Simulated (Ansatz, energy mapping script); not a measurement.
## CrP2S7 monolayer: J from the energies of magnetic orders

Aim: the exchange couplings of CrP2S7 monolayer from the energies of a few collinear orders, and the ordering temperature that they give.

Main program and level: Ansatz 0.2.0; LDA with U = 2.98 eV on Cr d, ortho-atomic projectors; plane waves, U on orthogonalised atomic orbitals unless named otherwise, collinear spin, no spin–orbit coupling.

This is a report of a sequence of runs, with most program output left out.

**1. Set-up**

The cell holds 10 atoms: 1 Cr, 7 S and 2 P. Cell: a = 6.393 Å, b = 6.393 Å, c = 18.520 Å, α = 90.0°, β = 90.0°, γ = 95.7°. It derives from CrP2S7. one layer cut from the bulk crystal, unrelaxed, 15 A of vacuum. Vacuum lies along c.

The cell comes from a database of computed structures, and need not be the one that the compound takes in experiment.

The U corrects the self-interaction that lets semilocal functionals spread d and f electrons too far. Its value here is typed, not computed.

**2. Which atoms carry moments**

One run in the crystal's own cell, under LDA with U = 3.68 eV on Cr d, ortho-atomic projectors, shows which elements keep a moment. Transition or f elements with 0.3 μB or more enter the spin model; moments induced on other atoms do not.

File input.yaml:

```yaml
crystal:
  lattice:
    - [6.392835054, 5.0e-09, 0.0]
    - [-0.640413, 6.360676946, 0.0]
    - [0.0, 0.0, 18.519958]
  atoms:
    - { symbol: Cr, position: [0.506891, 0.493109, 0.5], spin: 3.0 }
    - { symbol: S, position: [0.505147, 0.164364, 0.559537] }
    - { symbol: S, position: [0.209527, 0.547989, 0.576631] }
    - { symbol: S, position: [0.343746, 0.289627, 0.404969] }
    - { symbol: S, position: [0.710373, 0.656254, 0.595031] }
    - { symbol: S, position: [0.452011, 0.790473, 0.423369] }
    - { symbol: S, position: [0.835636, 0.494853, 0.440463] }
    - { symbol: P, position: [0.962503, 0.660889, 0.52683] }
    - { symbol: S, position: [0.015556, 0.984444, 0.5] }
    - { symbol: P, position: [0.339111, 0.037497, 0.47317] }
magnetization:
  spin_polarized: true
kpoints:
  mp_grid: { grid: [4, 4, 1] }
hamiltonian:
  xc: lda
  hubbard:
    sites: [{ species: Cr, l: d, u_eff: 3.68 }]
    projectors: ortho-atomic
scf:
  occupations: { method: fermi_dirac, width: 0.05 }
output:
  eigenvalues: true
```

Run with:

```sh
$ ansatz run input.yaml --threads 4 --pin off --max-ram 8192MiB --backend cpu --events-out ev --progress --plain --runs-dir out
```

It took 26 s on 4 threads of Arm Neoverse V2, shared host; peak memory 1.3 GiB.

Spin moment in the sphere by atom:

```tsv
atom	spin moment in the sphere (μB)
Cr1	2.75
S2	-0.12
S3	-0.09
S4	-0.09
S5	-0.09
S6	-0.09
S7	-0.12
P8	0.01
S9	-0.04
P10	0.01
```

The run ends ferromagnetic; Cr carries the moments.

**3. One set of occupation matrices for all orders**

A corrected shell can settle in several orbital fillings. One parallel run, with an occupation width a fifth wider than the orders use, therefore is to supply the occupation matrices. All orders start from them.

input.yaml: that of step 2 with these lines changed.

```diff
@@ -19,3 +19,3 @@
 kpoints:
-  mp_grid: { grid: [4, 4, 1] }
+  mp_grid: { grid: [7, 7, 1] }
 hamiltonian:
@@ -23,6 +23,6 @@
   hubbard:
-    sites: [{ species: Cr, l: d, u_eff: 3.68 }]
+    sites: [{ species: Cr, l: d, u_eff: 2.98 }]
     projectors: ortho-atomic
 scf:
-  occupations: { method: fermi_dirac, width: 0.05 }
+  occupations: { method: fermi_dirac, width: 0.084 }
 output:
```

Wall time 54 s (4 threads); peak memory 1.7 GiB; 3.5 min of CPU time.

Read from the output:

```
final state                       : ferromagnetic
electrons in the corrected shells : 4.796 e
largest moment                    : 2.649 μB
```

**4. Parallel start in cell A (20 atoms)**

The parallel order is the zero of energy for this cell and mesh.

File input.yaml:

```yaml
crystal:
  lattice:
    - [6.392835054, 5.0e-09, 0.0]
    - [-1.280826, 12.721353892, 0.0]
    - [0.0, 0.0, 18.519958]
  atoms:
    - { symbol: Cr, position: [0.506891, 0.2465545, 0.5], spin: 3.0 }
    - { symbol: Cr, position: [0.506891, 0.7465545, 0.5], spin: 3.0 }
    - { symbol: S, position: [0.505147, 0.082182, 0.559537] }
    - { symbol: S, position: [0.505147, 0.582182, 0.559537] }
    - { symbol: S, position: [0.209527, 0.2739945, 0.576631] }
    - { symbol: S, position: [0.209527, 0.7739945, 0.576631] }
    - { symbol: S, position: [0.343746, 0.1448135, 0.404969] }
    - { symbol: S, position: [0.343746, 0.6448135, 0.404969] }
    - { symbol: S, position: [0.710373, 0.328127, 0.595031] }
    - { symbol: S, position: [0.710373, 0.828127, 0.595031] }
    - { symbol: S, position: [0.452011, 0.3952365, 0.423369] }
    - { symbol: S, position: [0.452011, 0.8952365, 0.423369] }
    - { symbol: S, position: [0.835636, 0.2474265, 0.440463] }
    - { symbol: S, position: [0.835636, 0.7474265, 0.440463] }
    - { symbol: P, position: [0.962503, 0.3304445, 0.52683] }
    - { symbol: P, position: [0.962503, 0.8304445, 0.52683] }
    - { symbol: S, position: [0.015556, 0.492222, 0.5] }
    - { symbol: S, position: [0.015556, 0.992222, 0.5] }
    - { symbol: P, position: [0.339111, 0.0187485, 0.47317] }
    - { symbol: P, position: [0.339111, 0.5187485, 0.47317] }
magnetization:
  spin_polarized: true
kpoints:
  mp_grid: { grid: [7, 4, 1] }
hamiltonian:
  xc: lda
  hubbard:
    sites:
      - { species: Cr, l: d, u_eff: 2.98 }
      - { site: 0, l: d, u_eff: 2.98, starting_ns: [{ spin: up, occupation_matrix: cr1_major }, { spin: down, occupation_matrix: cr1_minor }] }
      - { site: 1, l: d, u_eff: 2.98, starting_ns: [{ spin: up, occupation_matrix: cr1_major }, { spin: down, occupation_matrix: cr1_minor }] }
    projectors: ortho-atomic
    occupation_matrices:
      cr1_major:
        matrix:
          - [0.924, 0.078, 0.086, 0.005, -0.05]
          - [0.078, 0.694, -0.046, -0.151, 0.063]
          - [0.086, -0.046, 0.685, 0.121, 0.099]
          - [0.005, -0.151, 0.121, 0.736, -0.014]
          - [-0.05, 0.063, 0.099, -0.014, 0.873]
      cr1_minor:
        matrix:
          - [0.097, -0.047, -0.052, -0.003, 0.029]
          - [-0.047, 0.226, 0.037, 0.079, -0.036]
          - [-0.052, 0.037, 0.234, -0.063, -0.055]
          - [-0.003, 0.079, -0.063, 0.196, 0.007]
          - [0.029, -0.036, -0.055, 0.007, 0.131]
scf:
  occupations: { method: fermi_dirac, width: 0.07 }
output:
  eigenvalues: true
  write_density: true
  write_potential: true
  elf: true
  volumetric_format: npy
```

Wall time 4.6 min (4 threads); peak memory 6.1 GiB.

Spin moment in the sphere by atom:

```tsv
atom	spin moment in the sphere (μB)
Cr1	2.65
Cr2	2.65
S3	-0.11
S4	-0.11
S5	-0.08
S6	-0.08
S7	-0.08
S8	-0.08
S9	-0.08
S10	-0.08
S11	-0.08
S12	-0.08
S13	-0.11
S14	-0.11
P15	0.01
P16	0.01
S17	-0.03
S18	-0.03
P19	0.01
P20	0.01
```

The run ends ferromagnetic.

Spin density in the cb plane at fractional x = 0.339, with atoms of S and P within 0.2 Å of it.

Ten even steps from '0' (-3.72 × 1e-2 e/Å³) to '9' (8.22 × 1e-2 e/Å³), each cell a mean:
```
33333333333333332223333322333333333333333333
33333333333333332222333333333333333333333333
33333333333333332211123322233333333333333333
33333333333333332210233321223333333333333333
33333333333333333222455310123333333333333333
33333333333333333234698421223333333333333333
33333333333333333212599643333333333333333333
33333333333333332200356533333333333333333333
33333333333333221220233322223333333333333333
33333333333333221022232211223333333333333333
33333333333333322223333322223333333333333333
33333333333333333233333322233333333333333333
33333333333333332223333322333333333333333333
33333333333333332222333333333333333333333333
33333333333333332211123322233333333333333333
33333333333333332210233321223333333333333333
33333333333333333222455310123333333333333333
33333333333333333234698421223333333333333333
33333333333333333212599643333333333333333333
33333333333333332200356533333333333333333333
33333333333333221220233322223333333333333333
33333333333333221022232211223333333333333333
33333333333333322223333322223333333333333333
33333333333333333233333322233333333333333333
```
Columns run along c (18.5 Å), rows up along b (12.8 Å). Atoms in or near the plane, at fractional coordinates: S at (0.40, 0.14), S at (0.40, 0.64), P at (0.47, 0.02), P at (0.47, 0.52).

ELF in the cb plane at fractional x = 0.339, with atoms of S and P within 0.2 Å of it. It is the smooth field of the valence electrons, not physical close to the nuclei.

Values, 13 rows by 16 columns, each cell a mean:
```
0.00 0.00 0.00 0.00 0.01 0.25 0.60 0.68 0.28 0.08 0.02 0.00 0.00 0.00 0.00 0.00
0.00 0.00 0.00 0.00 0.05 0.58 0.88 0.63 0.19 0.46 0.21 0.01 0.00 0.00 0.00 0.00
0.00 0.00 0.00 0.00 0.00 0.11 0.39 0.31 0.50 0.83 0.45 0.03 0.00 0.00 0.00 0.00
0.00 0.00 0.00 0.00 0.04 0.37 0.61 0.35 0.30 0.51 0.19 0.01 0.00 0.00 0.00 0.00
0.00 0.00 0.00 0.00 0.17 0.80 0.47 0.55 0.25 0.32 0.06 0.00 0.00 0.00 0.00 0.00
0.00 0.00 0.00 0.00 0.09 0.51 0.69 0.57 0.63 0.76 0.36 0.01 0.00 0.00 0.00 0.00
0.00 0.00 0.00 0.00 0.00 0.07 0.37 0.40 0.48 0.33 0.12 0.00 0.00 0.00 0.00 0.00
0.00 0.00 0.00 0.00 0.04 0.51 0.81 0.68 0.15 0.13 0.05 0.00 0.00 0.00 0.00 0.00
0.00 0.00 0.00 0.00 0.02 0.38 0.77 0.54 0.38 0.76 0.39 0.02 0.00 0.00 0.00 0.00
0.00 0.00 0.00 0.00 0.01 0.09 0.28 0.19 0.46 0.76 0.37 0.02 0.00 0.00 0.00 0.00
0.00 0.00 0.00 0.00 0.11 0.68 0.65 0.53 0.18 0.23 0.06 0.00 0.00 0.00 0.00 0.00
0.00 0.00 0.00 0.00 0.17 0.77 0.60 0.61 0.46 0.64 0.22 0.01 0.00 0.00 0.00 0.00
0.00 0.00 0.00 0.00 0.02 0.18 0.45 0.30 0.63 0.64 0.30 0.01 0.00 0.00 0.00 0.00
```
Columns run along c (18.5 Å), rows up along b (12.8 Å). Atoms in or near the plane, at fractional coordinates: S at (0.40, 0.14), S at (0.40, 0.64), P at (0.47, 0.02), P at (0.47, 0.52).

**5. Run 2 (compensated +−; cell A, 20 atoms)**

This order reverses 2 of the 4 neighbours at 6.39 Å, counted for an average magnetic atom.

input.yaml: that of step 4 with these lines changed.

```diff
@@ -7,3 +7,3 @@
     - { symbol: Cr, position: [0.506891, 0.2465545, 0.5], spin: 3.0 }
-    - { symbol: Cr, position: [0.506891, 0.7465545, 0.5], spin: 3.0 }
+    - { symbol: Cr, position: [0.506891, 0.7465545, 0.5], spin: -3.0 }
     - { symbol: S, position: [0.505147, 0.082182, 0.559537] }
@@ -36,3 +36,3 @@
       - { site: 0, l: d, u_eff: 2.98, starting_ns: [{ spin: up, occupation_matrix: cr1_major }, { spin: down, occupation_matrix: cr1_minor }] }
-      - { site: 1, l: d, u_eff: 2.98, starting_ns: [{ spin: up, occupation_matrix: cr1_major }, { spin: down, occupation_matrix: cr1_minor }] }
+      - { site: 1, l: d, u_eff: 2.98, starting_ns: [{ spin: up, occupation_matrix: cr1_minor }, { spin: down, occupation_matrix: cr1_major }] }
     projectors: ortho-atomic
```

Run time: 2.9 min. Hardware: 4 threads; peak memory 5.9 GiB; 11 min of CPU time.

Spin moment in the sphere by atom:

```tsv
atom	spin moment in the sphere (μB)
Cr1	2.65
Cr2	-2.65
S3	-0.05
S4	0.05
S5	-0.07
S6	0.07
S7	-0.06
S8	0.06
S9	-0.07
S10	0.07
S11	-0.05
S12	0.05
S13	-0.10
S14	0.10
P15	0.01
P16	-0.01
S17	-0.01
S18	0.01
P19	0.00
P20	0.00
```

The run ends antiferromagnetic, 46.27 meV a magnetic atom above the parallel order of its cell (energies taken at zero occupation width, not the printed F).

Spin density in the cb plane at fractional x = 0.339, with atoms of S and P within 0.2 Å of it.

Ten even steps from '0' (-8.26 × 1e-2 e/Å³) to '9' (8.26 × 1e-2 e/Å³), each cell a mean:
```
54554455544555555555444444444444555554554444
44454444555555555555555444555555554444454455
55544554445555554455555555555555444555455444
45455545444444444556544455555555445544444544
55555555444444455555433466655555444444444444
44444445444444455544201356555554444554555555
45444454455555544554300244555544444555455555
44555555555555555566422344555444444444444455
45455455555555555556544455554444444444455544
54445544455555555544555555444444444454444555
44554455555555555544444444444444444444455445
55554555545555555544444455555544445554454444
45445544455444444444555555555555444445445555
55545555444444444444444555444444445555545544
44455445554444445544444444444444555444544555
54544454555555555443455544444444554455555455
44444444555555544444566533344444555555555555
55555554555555544455798643444445555445444444
54555545544444455445699755444455555444544444
55444444444444444433577655444555555555555544
54544544444444444443455544445555555555544455
45554455544444444455444444555555555545555444
55445544444444444455555555555555555555544554
44445444454444444455555544444455554445545555
```
Columns run along c (18.5 Å), rows up along b (12.8 Å). Atoms in or near the plane, at fractional coordinates: S at (0.40, 0.14), S at (0.40, 0.64), P at (0.47, 0.02), P at (0.47, 0.52).

ELF in the cb plane at fractional x = 0.339, with atoms of S and P within 0.2 Å of it. It is the smooth field of the valence electrons, not physical close to the nuclei.

Ten even steps from '0' (0.00) to '9' (0.91), each cell a mean:
```
00000000000000012468755421100000000000000000
00000000000001367888863100000000000000000000
00000000000002589998741013331000000000000000
00000000000001368999731368875200000000000000
00000000000000012455312699986300000000000000
00000000000000000122112598875200000000000000
00000000000001256787411256542000000000000000
00000000000013699669721122100000000000000000
00000000000015899316631344310000000000000000
00000000000014799778754578864100000000000000
00000000000001345678537778875200000000000000
00000000000000000255005755653100000000000000
00000000000000012468755421100000000000000000
00000000000001367888863100000000000000000000
00000000000002589998741013331000000000000000
00000000000001368999731368875200000000000000
00000000000000012455312699986300000000000000
00000000000000000122112598875200000000000000
00000000000001256787411256542000000000000000
00000000000013699669721122100000000000000000
00000000000015899316631344310000000000000000
00000000000014799778754578864100000000000000
00000000000001345678537778875200000000000000
00000000000000000255005755653100000000000000
```
Columns run along c (18.5 Å), rows up along b (12.8 Å). Atoms in or near the plane, at fractional coordinates: S at (0.40, 0.14), S at (0.40, 0.64), P at (0.47, 0.02), P at (0.47, 0.52).

**6. Order 3: parallel, cell B of 20 atoms**

The parallel order again, as the reference for this cell.

This run holds the same structure in another cell (a 6.393 → 8.576 Å, γ 95.7 → 47.9°).

File input.yaml:

```yaml
crystal:
  lattice:
    - [5.752422054, 6.360676951, 0.0]
    - [-1.280826, 12.721353892, 0.0]
    - [0.0, 0.0, 18.519958]
  atoms:
    - { symbol: Cr, position: [0.506891, 0.993109, 0.5], spin: 3.0 }
    - { symbol: Cr, position: [0.506891, 0.493109, 0.5], spin: 3.0 }
    - { symbol: S, position: [0.505147, 0.8296085, 0.559537] }
    - { symbol: S, position: [0.505147, 0.3296085, 0.559537] }
    - { symbol: S, position: [0.209527, 0.169231, 0.576631] }
    - { symbol: S, position: [0.209527, 0.669231, 0.576631] }
    - { symbol: S, position: [0.343746, 0.9729405, 0.404969] }
    - { symbol: S, position: [0.343746, 0.4729405, 0.404969] }
    - { symbol: S, position: [0.710373, 0.9729405, 0.595031] }
    - { symbol: S, position: [0.710373, 0.4729405, 0.595031] }
    - { symbol: S, position: [0.452011, 0.169231, 0.423369] }
    - { symbol: S, position: [0.452011, 0.669231, 0.423369] }
    - { symbol: S, position: [0.835636, 0.8296085, 0.440463] }
    - { symbol: S, position: [0.835636, 0.3296085, 0.440463] }
    - { symbol: P, position: [0.962503, 0.849193, 0.52683] }
    - { symbol: P, position: [0.962503, 0.349193, 0.52683] }
    - { symbol: S, position: [0.015556, 0.484444, 0.5] }
    - { symbol: S, position: [0.015556, 0.984444, 0.5] }
    - { symbol: P, position: [0.339111, 0.849193, 0.47317] }
    - { symbol: P, position: [0.339111, 0.349193, 0.47317] }
magnetization:
  spin_polarized: true
kpoints:
  mp_grid: { grid: [7, 7, 1] }
hamiltonian:
  xc: lda
  hubbard:
    sites:
      - { species: Cr, l: d, u_eff: 2.98 }
      - { site: 0, l: d, u_eff: 2.98, starting_ns: [{ spin: up, occupation_matrix: cr1_major }, { spin: down, occupation_matrix: cr1_minor }] }
      - { site: 1, l: d, u_eff: 2.98, starting_ns: [{ spin: up, occupation_matrix: cr1_major }, { spin: down, occupation_matrix: cr1_minor }] }
    projectors: ortho-atomic
    occupation_matrices:
      cr1_major:
        matrix:
          - [0.924, 0.078, 0.086, 0.005, -0.05]
          - [0.078, 0.694, -0.046, -0.151, 0.063]
          - [0.086, -0.046, 0.685, 0.121, 0.099]
          - [0.005, -0.151, 0.121, 0.736, -0.014]
          - [-0.05, 0.063, 0.099, -0.014, 0.873]
      cr1_minor:
        matrix:
          - [0.097, -0.047, -0.052, -0.003, 0.029]
          - [-0.047, 0.226, 0.037, 0.079, -0.036]
          - [-0.052, 0.037, 0.234, -0.063, -0.055]
          - [-0.003, 0.079, -0.063, 0.196, 0.007]
          - [0.029, -0.036, -0.055, 0.007, 0.131]
scf:
  occupations: { method: fermi_dirac, width: 0.07 }
output:
  eigenvalues: true
```

It took 7.6 min on 4 threads; peak memory 7 GiB.

The run ends ferromagnetic. For each magnetic atom its energy differs from the parallel run of the first cell by 0.00 meV, an error that one common reference would have brought in.

**7. Compensated +− start in cell B (20 atoms)**

This order reverses 4 of the 4 neighbours at 6.39 Å, counted for an average magnetic atom.

input.yaml: that of step 6 with these lines changed.

```diff
@@ -7,3 +7,3 @@
     - { symbol: Cr, position: [0.506891, 0.993109, 0.5], spin: 3.0 }
-    - { symbol: Cr, position: [0.506891, 0.493109, 0.5], spin: 3.0 }
+    - { symbol: Cr, position: [0.506891, 0.493109, 0.5], spin: -3.0 }
     - { symbol: S, position: [0.505147, 0.8296085, 0.559537] }
@@ -36,3 +36,3 @@
       - { site: 0, l: d, u_eff: 2.98, starting_ns: [{ spin: up, occupation_matrix: cr1_major }, { spin: down, occupation_matrix: cr1_minor }] }
-      - { site: 1, l: d, u_eff: 2.98, starting_ns: [{ spin: up, occupation_matrix: cr1_major }, { spin: down, occupation_matrix: cr1_minor }] }
+      - { site: 1, l: d, u_eff: 2.98, starting_ns: [{ spin: up, occupation_matrix: cr1_minor }, { spin: down, occupation_matrix: cr1_major }] }
     projectors: ortho-atomic
```

Run time: 3.6 min. Hardware: 4 threads; peak memory 6.6 GiB; 14 min of CPU time.

The run ends antiferromagnetic, 67.31 meV a magnetic atom above the parallel order of its cell (energies taken at zero occupation width, not the printed F).

**8. Mapping onto a Heisenberg model**

Each energy difference is a sum of couplings weighted by the pairs that the order reverses. A few near shells are fitted to the differences by least squares. Energies are those extrapolated to zero occupation width, not the free energies F.

The orders that converged (zero: parallel moments in the same cell):

```tsv
order	atoms	energy (meV a magnetic atom)	moments (μB)	moments kept as typed	opposed neighbours at 6.39 Å
parallel in cell A	20	0.00	2.65	yes	0
compensated +− in cell A	20	46.27	2.65	yes	2
parallel in cell B	20	0.00	2.65	yes	0
compensated +− in cell B	20	67.31	2.66	yes	4
```

Couplings from the energies, with E = −Σ J e·e over ordered pairs:

```tsv
pair	distance (Å)	neighbours	J (meV)
Cr–Cr	6.39	4	9.04
```

Adding the shell at 8.58 Å gives 8.4 and 3.2 meV, an exact solve that tests nothing.

Limits of this fit: it misses the energies by up to 10 meV, so no temperature is drawn.

**9. Results**

```
lowest order tried                    : parallel
largest fitted value, Cr–Cr at 6.39 Å : 9.04 meV
```

Of the orders tried, CrP2S7 monolayer prefers parallel moments under LDA+U (2.98 eV). Orders that were not tried, spirals among them, may lie lower. The one fitted coupling is the Cr–Cr pair at 6.39 Å, ferromagnetic at 9.0 meV. It also takes up the part of reversed shells that are not fitted, so neither its size nor its rank as a single path is established. The orders also reverse pairs at 8.58 and 9.48 Å, which are not fitted, so the fitted values hold their part too. No fitted order reverses the pairs at 12.79 Å, so their coupling is unknown and is set to zero in the model. With 2 differences for 1 couplings the fit misses by 10 meV at most, which is not small: farther shells, terms beyond the Heisenberg form or the mesh can cause that. In the fitted orders moments change by up to 0.56 % against the parallel run of the same cell, so their size stays put.

[Logs and program files are shortened in this print: banners, set-up blocks, solver, clock and traceback lines can be left out without a mark of their own.]

[Logs are printed without paths, hosts, clocks, repeated set-up lines and the standing remarks that a program may print on its own settings, such as how far it seeks lower states.]

[Hosts, paths, dates, database ids (printed as entryN), source tags and the programs' standing remarks are cut or masked in the printed files.]

[Where a cell is said to come from a database of computed structures, the database is the Materials Project.]
